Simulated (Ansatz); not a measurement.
# What BePd3C (built on the sites of a database entry of CaPd3C) distorts into, part 2 of 2

Which phase does BePd3C (built on the sites of a database entry of CaPd3C) fall into along its unstable mode, and how much energy does it gain?

Ansatz 0.2.0; DFT PBEsol, scalar-relativistic, plane waves, PAW.

So far, highest frequency on the path or at a solved wavevector (cm⁻¹): step 2 (phonons on a q mesh) 710. Also lowest frequency on the path (cm⁻¹): step 2 -132.

The structure was built from a prototype and need not be the compound's stable phase.

**4. The mode frozen in, largest atomic shift 0.22 Å**

The atoms are moved along the unstable eigenvector, the largest shift by 0.22 Å, with the cell fixed.

input.yaml reads:

```yaml
crystal:
  lattice:
    - [4.0156977755, 0.0, 0.0]
    - [0.0, 4.0156977755, 0.0]
    - [0.0, 0.0, 8.031395551]
  atoms:
    - { symbol: Be, position: [0.0387388445, 0.0387388445, 0.0] }
    - { symbol: Be, position: [-0.0387388445, -0.0387388445, 0.5] }
    - { symbol: Pd, position: [0.0, 0.5, 0.25] }
    - { symbol: Pd, position: [0.0, 0.5, 0.75] }
    - { symbol: Pd, position: [0.477220539, 0.477220539, 0.0] }
    - { symbol: Pd, position: [0.522779461, 0.522779461, 0.5] }
    - { symbol: Pd, position: [0.5, 0.0, 0.25] }
    - { symbol: Pd, position: [0.5, 0.0, 0.75] }
    - { symbol: C, position: [0.5, 0.5, 0.25] }
    - { symbol: C, position: [0.5, 0.5, 0.75] }
kpoints:
  mp_grid: { grid: [10, 10, 6] }
hamiltonian:
  xc: pbesol
scf:
  occupations: { method: methfessel_paxton, width: 0.2 }
output:
  forces: true
  stress: true
  eigenvalues: true
```

Run with:

```sh
> ansatz run input.yaml --threads 4 --pin off --max-ram 14336MiB --backend cpu --events-out ev --progress --plain --runs-dir out
```

Numbers of over 12 decimals in the logs are rounded to 6 here.

The program printed:

```text
[...]
Crystal: 10 atoms, lattice volume = 129.513 Å³
Basis set: ecut = 420 eV, 2547 PW (Γ), exchange–correlation on 54×54×108 points (8 copies of the dense FFT grid, shifted against one another)
Bands: 72, of which v1, the nominal top of the filled ones, is band 60 counted from 1 (59 counted from 0)
Symmetry: 8 space group operations
[...]
k-points: 124 of 600
[...]
k-point 0: bands = [... 56 lower, 14.8073, 14.8142, 14.8389, 14.8824, 15.9298, 15.9885, 18.4069, 18.4289, ... 8 higher]
  k-point 1: bands = [... 56 lower, 14.8143, 14.8258, 14.8346, 14.9296, 15.8555, 15.9227, 18.3513, 18.4744, ... 8 higher]
  k-point 2: bands = [... 56 lower, 14.8148, 14.8152, 15.0733, 15.1735, 15.6565, 15.7381, 18.3117, 18.5805, ... 8 higher]
  k-point 123: bands = [... 56 lower, 15.0958, 15.0958, 15.6647, 15.6647, 15.6737, 15.6737, 17.6683, 17.6683, ... 8 higher]
[key lines of the parts left out:]
SCF converged after 7 iterations
Free energy (F): -42111.795922 eV
Fermi energy:    15.949539 eV
P = ⅓ Tr σ = 0.7807 GPa (7.807 kbar)
```

Wall time 17 s (4 threads of Arm Neoverse V1, shared host); peak memory 1 GiB; 68 s of CPU time.

Numbers from this step:

| Property | Result |
| --- | --- |
| pressure | 0.7807 GPa |
| energy from the undistorted cell | -8.239 meV/atom |

The energy, extrapolated to zero smearing, is -8.24 meV/atom against the undistorted cell.

The run ends at a pressure of 0.78 GPa, with forces up to 0.33 eV/Å.

**5. Energy along the mode, all amplitudes (two of the runs are shown above)**

An imaginary frequency means negative curvature, so the energy should fall and then rise again as anharmonic terms take over.

Numbers from this step:

* depth at the lowest point sampled: 8.239 meV/atom
* largest atomic shift at that point: 0.22 Å

Energy from the parent against largest atomic shift:

```csv
largest atomic shift (Å),energy from the parent (meV/atom)
0.000,0
0.040,-0.456
0.080,-1.72
0.140,-4.53
0.220,-8.24
0.320,-8.05
0.450,16.1
```

Displacement at unit largest shift by atom:

```csv
atom,x (Å),y (Å),z (Å),size
Be1,0.707,0.707,0.000,1.000
Be2,-0.707,-0.707,0.000,1.000
Pd3,0.000,0.000,0.000,0.000
Pd4,0.000,0.000,0.000,0.000
Pd5,-0.416,-0.416,0.000,0.588
Pd6,0.416,0.416,0.000,0.588
Pd7,0.000,0.000,0.000,0.000
Pd8,0.000,0.000,0.000,0.000
C9,0.000,0.000,0.000,0.000
C10,0.000,0.000,0.000,0.000
```

The lowest of the steps tried is at 0.22 Å, 8.24 meV/atom below the parent; the bottom of the well need not coincide with a step.

**6. Relaxing from the distorted cell**

Starting from the lowest point found, all atoms and the cell are let go, so that strain and other modes of the same symmetry can join in.

Edit input.yaml of step 4 so:

```diff
@@ -26 +26,6 @@
   eigenvalues: true
+relax:
+  adjacent_minimum: "off"
+  f_tol: 0.002
+  max_steps: 120
+  cell: { stress_tol: 0.03 }
```

The program printed:

```text
[...]
Crystal: 10 atoms, lattice volume = 129.513 Å³
Basis set: ecut = 420 eV, 2547 PW (Γ), exchange–correlation on 54×54×108 points (8 copies of the dense FFT grid, shifted against one another)
Bands: 72, of which v1, the nominal top of the filled ones, is band 60 counted from 1 (59 counted from 0)
Symmetry: 8 space group operations
[...]
k-points: 124 of 600
[...]
SCF iter   1: F=—  HF=-42111.816847 eV  |F-HF|=—  |Δ(HF+E_count)|=         —  Δρ=8.45e-3  dr2=7.38e-2  ethr=1.77e-3  ⟨swp⟩=5.1  Hψ=32405  notcnv=0
[...]
SCF iter   7: F=-42111.795922 eV  HF=-42111.795922 eV  |F-HF|=5.82e-9  |Δ(HF+E_count)|=   7.22e-8  S|Δr|=    0.00e0  Δρ=4.10e-6  dr2=1.66e-8  ethr=8.33e-11  ⟨swp⟩=8.5  Hψ=34121  notcnv=0
SCF 1 converged in 7 iterations: F = -42111.795922 eV  dr2 = 1.66e-8
[...]
relax step   1: F+E_penalty+E_count = -42111.79592187 eV  Δ(F+E_penalty+E_count) = +0.000e0 eV  max|allowed force component| = 2.338e-1 eV/Å  Δτ_max = 0.0000 Å  P = +0.781 GPa  Ω = 129.513 Å³  (7 SCF iters, dr2 threshold 1.00e-7 eV, accepted)
Crystal: 10 atoms, lattice volume = 130.023 Å³
Basis set: ecut = 420 eV, 2535 PW (Γ), exchange–correlation on 54×54×108 points (8 copies of the dense FFT grid, shifted against one another)
[...]
SCF iter   6: F=-42111.827567 eV  HF=-42111.827567 eV  |F-HF|=7.96e-8  |Δ(HF+E_count)|=   4.00e-7  S|Δr|=    0.00e0  Δρ=1.33e-5  dr2=1.72e-7  ethr=8.33e-10  ⟨swp⟩=4.9  Hψ=31737  notcnv=0
SCF 2 converged in 6 iterations: F = -42111.827567 eV  dr2 = 1.72e-7
[...]
relax step   2: F+E_penalty+E_count = -42111.82756683 eV  Δ(F+E_penalty+E_count) = -3.164e-2 eV  max|allowed force component| = 1.593e-1 eV/Å  Δτ_max = 0.0477 Å  P = -0.024 GPa  Ω = 130.023 Å³  energy of the carried Pulay correction = -4.197e-4 eV  (6 SCF iters, dr2 threshold 1.00e-6 eV, accepted)
Crystal: 10 atoms, lattice volume = 129.588 Å³
Basis set: ecut = 420 eV, 2531 PW (Γ), exchange–correlation on 54×54×108 points (8 copies of the dense FFT grid, shifted against one another)
[...]
SCF iter   6: F=-42111.835570 eV  HF=-42111.835570 eV  |F-HF|=1.80e-7  |Δ(HF+E_count)|=   1.75e-6  S|Δr|=    0.00e0  Δρ=1.90e-5  dr2=4.01e-7  ethr=8.33e-10  ⟨swp⟩=4.0  Hψ=34434  notcnv=0
SCF 3 converged in 6 iterations: F = -42111.835570 eV  dr2 = 4.01e-7
relax step   3: F+E_penalty+E_count = -42111.83556992 eV  Δ(F+E_penalty+E_count) = -8.003e-3 eV  max|allowed force component| = 1.192e-1 eV/Å  Δτ_max = 0.0943 Å  P = +0.939 GPa  Ω = 129.588 Å³  energy of the carried Pulay correction = -6.205e-5 eV  (6 SCF iters, dr2 threshold 1.00e-6 eV, accepted)
[...]
relax step   4: F+E_penalty+E_count = -42111.84521336 eV  Δ(F+E_penalty+E_count) = -9.643e-3 eV  max|allowed force component| = 1.776e-2 eV/Å  Δτ_max = 0.0408 Å  P = -0.322 GPa  Ω = 130.397 Å³  energy of the carried Pulay correction = -7.269e-4 eV  (6 SCF iters, dr2 threshold 1.00e-6 eV, accepted)
[...]
relax step   5: F+E_penalty+E_count = -42111.84645736 eV  Δ(F+E_penalty+E_count) = -1.244e-3 eV  max|allowed force component| = 3.487e-3 eV/Å  Δτ_max = 0.0178 Å  P = -0.048 GPa  Ω = 130.291 Å³  energy of the carried Pulay correction = -6.399e-4 eV  (5 SCF iters, dr2 threshold 4.35e-7 eV, accepted)
[...]
relax step   6: F+E_penalty+E_count = -42111.84668787 eV  Δ(F+E_penalty+E_count) = -2.305e-4 eV  max|allowed force component| = 6.369e-3 eV/Å  Δτ_max = 0.0199 Å  P = +0.000 GPa  Ω = 130.337 Å³  energy of the carried Pulay correction = -6.774e-4 eV  (6 SCF iters, dr2 threshold 4.75e-8 eV, accepted)
[...]
relax step   7: F+E_penalty+E_count = -42111.84677511 eV  Δ(F+E_penalty+E_count) = -8.723e-5 eV  max|allowed force component| = 1.035e-3 eV/Å  Δτ_max = 0.0072 Å  P = -0.003 GPa  Ω = 130.306 Å³  energy of the carried Pulay correction = -6.526e-4 eV  (6 SCF iters, dr2 threshold 2.54e-9 eV, accepted)
[...]
SCF iter   5: F=-42111.847791 eV  HF=-42111.847791 eV  |F-HF|=1.46e-11  |Δ(HF+E_count)|=  2.91e-11  S|Δr|=    0.00e0  Δρ=9.84e-8  dr2=1.86e-11  ethr=1.00e-12  ⟨swp⟩=4.0  Hψ=28309  notcnv=0
SCF 8 converged in 5 iterations: F = -42111.847791 eV  dr2 = 1.86e-11
relax step   8: F+E_penalty+E_count = -42111.84779134 eV  Δ(F+E_penalty+E_count) = -1.016e-3 eV  max|allowed force component| = 1.109e-3 eV/Å  Δτ_max = 0.0000 Å  P = +0.006 GPa  Ω = 130.306 Å³  stress off target by 2.47e-2 GPa  SCF on the basis re-selected at this cell (its energy is not comparable with the rows above)  (5 SCF iters)
basis re-selected at this cell: Δ(F+E_penalty+E_count) = -1.016e-3 eV, ΔP = +0.008 GPa vs the last step (what re-selecting the basis moved, of the pressure what is left beyond the Pulay correction that the steps carried, after the strain that the cell walked since its last selection, with what the two solves' SCF thresholds leave and, on support functions, any second-order correction that the steps lacked; it is no m [...]
SCF converged after 5 iterations
[...]
Free energy (F): -42111.847791 eV
[...]
Internal energy: -42111.846050 eV  (E = F + TS)
E sigma→0 (E₀):  -42111.847356 eV
Entropy (-TS):   -0.001742 eV (-0.174 meV/atom)
Fermi energy:    15.836780 eV
[...]
--- Forces (eV/Å), atoms counted from 1 ---
  atom   1  Be     0.00034088     0.00034088     0.00000000
  atom   2  Be    -0.00034088    -0.00034088     0.00000000
  atom   3  Pd     0.00000000     0.00000000    -0.00000000
  atom   4  Pd    -0.00000000     0.00000000     0.00000000
  atom   5  Pd    -0.00110934    -0.00110934     0.00000000
  atom   6  Pd     0.00110934     0.00110934     0.00000000
  atom   7  Pd     0.00000000     0.00000000    -0.00000000
  atom   8  Pd    -0.00000000     0.00000000    -0.00000000
  atom   9  C      0.00000000     0.00000000     0.00000000
  atom  10  C      0.00000000     0.00000000     0.00000000
  max |Σ_I F_I| component: 1.26e-27 eV/Å
--- Stress (GPa, compression-positive) ---
       -0.003754       0.011262       0.000000
        0.011262      -0.003754       0.000000
        0.000000       0.000000       0.024736
  P = ⅓ Tr σ = 0.0057 GPa (0.057 kbar)
--- Band table (eV; the first three rows and the last of 124) ---
  k-point 0: bands = [... 56 lower, 14.6153, 14.6411, 14.7552, 14.7928, 15.6353, 15.8054, 18.2862, 18.4957, ... 8 higher]
  k-point 1: bands = [... 56 lower, 14.5960, 14.6480, 14.7169, 14.8854, 15.5581, 15.7542, 18.3487, 18.3920, ... 8 higher]
  k-point 2: bands = [... 56 lower, 14.6539, 14.6710, 14.8432, 15.1166, 15.3697, 15.6066, 18.3032, 18.4465, ... 8 higher]
  k-point 123: bands = [... 56 lower, 14.9371, 14.9371, 15.3121, 15.3121, 15.7275, 15.7275, 17.5132, 17.5132, ... 8 higher]
--- Relaxed structure (7 steps of the walk, 7 accepted, 1 SCFs on fresh bases) ---
  F+E_penalty+E_count = -42111.84779134 eV   max|allowed force component| = 1.109e-3 eV/Å   (the final SCF, on the basis selected at the relaxed cell)
  cell:  # Å, volume = 130.3062 Å³
    - [4.034756, 0.077573, 0.0]
    - [0.077573, 4.034756, 0.0]
    - [0.0, 0.0, 8.007394]
  atoms:
    - { symbol: Be, position: [0.040108, 0.040108, 0] }
    - { symbol: Be, position: [-0.040108, -0.040108, 0.5] }
    - { symbol: Pd, position: [-1.734723475976807e-18, 0.500000, 0.25] }
    - { symbol: Pd, position: [-1.734723475976807e-18, 0.500000, 0.750000] }
    - { symbol: Pd, position: [0.459592, 0.459592, 0] }
    - { symbol: Pd, position: [0.540408, 0.540408, 0.5] }
    - { symbol: Pd, position: [0.500000, -1.734723475976807e-18, 0.25] }
    - { symbol: Pd, position: [0.500000, -1.734723475976807e-18, 0.750000] }
    - { symbol: C, position: [0.500000, 0.500000, 0.25] }
    - { symbol: C, position: [0.500000, 0.500000, 0.750000] }
```

Wall time 2.8 min (4 threads); peak memory 1.1 GiB.

Relaxation path:

```csv
step,energy less that of the first step (eV),largest force component (eV/Å),pressure (GPa),volume (Å³)
1,0.0000,0.2338,0.78,129.51
2,-0.0316,0.1593,-0.02,130.02
3,-0.0396,0.1192,0.94,129.59
4,-0.0493,0.0178,-0.32,130.40
5,-0.0505,0.0035,-0.05,130.29
6,-0.0508,0.0064,0.00,130.34
7,-0.0509,0.0010,0.00,130.31
8*,-0.0519,0.0011,0.01,130.31
```

Relaxation steps marked * repeat the geometry before them on a plane-wave basis chosen anew for their cell, so energy and pressure can jump there.

The run keeps the 8 symmetry operations that it works with, so distortions that break them were not tested.

```csv
"conventional cell, symmetrised",before,after,change
a (Å),5.679,5.596,-1.5 %
b (Å),5.679,5.816,+2.4 %
c (Å),8.031,8.007,-0.3 %
volume (Å³/atom),12.95,13.03,+0.6 %
```

The atoms that moved most (Å, as changes of fractional coordinates times the final cell):

```csv
atom,dx,dy,dz,length
Pd6,0.072,0.072,0.000,0.103
Pd5,-0.072,-0.072,0.000,0.103
Be1,0.006,0.006,0.000,0.008
Be2,-0.006,-0.006,0.000,0.008
```

Final coordinates:

```xyz
10
Lattice="4.0348 0.0776 0.0000 0.0776 4.0348 0.0000 0.0000 0.0000 8.0074" Properties=species:S:1:pos:R:3 pbc="T T T"
Be    0.1649    0.1649    0.0000
Be   -0.1649   -0.1649    4.0037
Pd    0.0388    2.0174    2.0018
Pd    0.0388    2.0174    6.0055
Pd    1.8900    1.8900    0.0000
Pd    2.2223    2.2223    4.0037
Pd    2.0174    0.0388    2.0018
Pd    2.0174    0.0388    6.0055
C     2.0562    2.0562    2.0018
C     2.0562    2.0562    6.0055
```

This step gave:

| Item | Value |
| --- | --- |
| pressure | 0.005742 GPa |
| volume per atom | 13.03 Å³ |

The distorted start has space group Cmcm; the relaxation ends in Cmcm.

**7. Outcome**

- unstable mode of the parent: q = (0, 0, -0.5), 128i cm⁻¹
- depth at the lowest point sampled: 8.24 meV/atom
- largest atomic shift at that point: 0.22 Å
- space group reached (within 0.01 Å): Cmcm
- energy gained over the parent (first relaxation, on the mesh of the frozen mode): 13.5 meV/atom
- volume per atom, phase reached: 13.0 Å³

What this shows: Along this mode the structure falls into Cmcm, 13.5 meV/atom below the parent. At the parent's cell the well is 8.239 meV/atom deep on the steps tried, with its lowest point at a shift of 0.22 Å. Relaxing atoms and cell changes the gain by +5.27 meV/atom against the lowest step (energies at zero smearing). The modes of the phase reached were not computed on this path. Of the 6 patterns followed to their end from this parent, this one ends 0.940 meV/atom above the lowest, P2_1/m. Another end point lies within 1 meV/atom; how such a difference moves with mesh and cutoff was not tested. Each path keeps the symmetry of its pattern, so a lower phase may lie along a pattern not tried. With no gap, or one that is small against the smearing, the frequencies hang on the k mesh and the smearing, most of all near Kohn anomalies. A phonon run warned that its eigensolver left some bands unconverged in a pass. The starting cell was built on a prototype and not taken from a measurement, so the phase need not exist.

[Logs are printed without paths, hosts, clocks, repeated set-up lines and the standing remarks that a program may print on its own settings, such as how far it seeks lower states.]

[Hosts, paths, dates, database ids (printed as entryN), source tags and the programs' standing remarks are cut or masked in the printed files.]
